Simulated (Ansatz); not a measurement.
Entries from a set of simulations; values are calculated unless marked as measured.

## LaCuSeO (P4/nmm): spin-orbit coupling beyond the local functionals

It takes space group P4/nmm (No. 129, tetragonal). Conventional cell: a = 4.067 Å, b = 4.067 Å, c = 8.797 Å, α = 90.00°, β = 90.00°, γ = 90.00°. Nearest to La lie 4 O at 2.38 Å and 4 Se at 3.33 Å. Cu has 4 Se at 2.52 Å nearest. Se has 4 Cu at 2.52 Å and 4 La at 3.33 Å nearest. O has 4 La at 2.38 Å nearest. Farther neighbours and most contacts between anions are not listed.

```
La Cu Se O
1.0
     4.06712    0.00000    0.00000
     0.00000    4.06712    0.00000
     0.00000    0.00000    8.79750
La Cu Se O
2 2 2 2
Direct
  0.50000 0.00000 0.13980
  0.00000 0.50000 0.86020
  0.50000 0.50000 0.50000
  0.00000 0.00000 0.50000
  0.50000 0.00000 0.66980
  0.00000 0.50000 0.33020
  0.50000 0.50000 0.00000
  0.00000 0.00000 0.00000
```

* method: DFT, HSE06 with spin-orbit coupling, plane waves, PAW; PAW set soft_1 (and 1 further level or step)
* program: Ansatz 0.2.0
* settings of one run: cutoff 420 eV, 4×4×2 k-mesh, PAW set soft 1
* cost: 2 runs, 3.7 min in all on 1 × NVIDIA H100 80GB HBM3 (shared by 6 runs) with 3 threads of AMD EPYC 7R13 (Zen 3), shared host (the runs of this entry)
* notes: The cell and positions come from the Crystallography Open Database and are kept as given unless a step says otherwise. The lattice is static and excitons are left out. The runs have no spin polarisation. For a closed low-spin shell that is the natural state; where a d or f shell is open it is a constraint, and the gap is then not the crystal’s own.
* HSE06: 2.73 eV
* HSE06+SOC: 2.64 eV

Spin-orbit coupling changes the gap by −0.09 eV and the least direct gap by −0.09 eV. Against experiment, by HSE06+SOC: the gap of 2.64 eV lies −0.18 eV from the measured 2.82 eV (kind not stated, quoted 2021).

[Paths, hosts, dates, memory and timing lines, banners, echoed tables and standing remarks are left out of the program output.]

[Logs are printed without paths, hosts, clocks, repeated set-up lines and the standing remarks that a program may print on its own settings, such as how far it seeks lower states.]

[Runs of the session that timed out or met a known fault of the program may be left out.]

[Cells called generated may have been cut or substituted from an entry of the Crystallography Open Database or the Materials Project.]

[Hosts, paths, dates, database ids (printed as entryN), source tags and the programs' standing remarks are cut or masked in the printed files.]
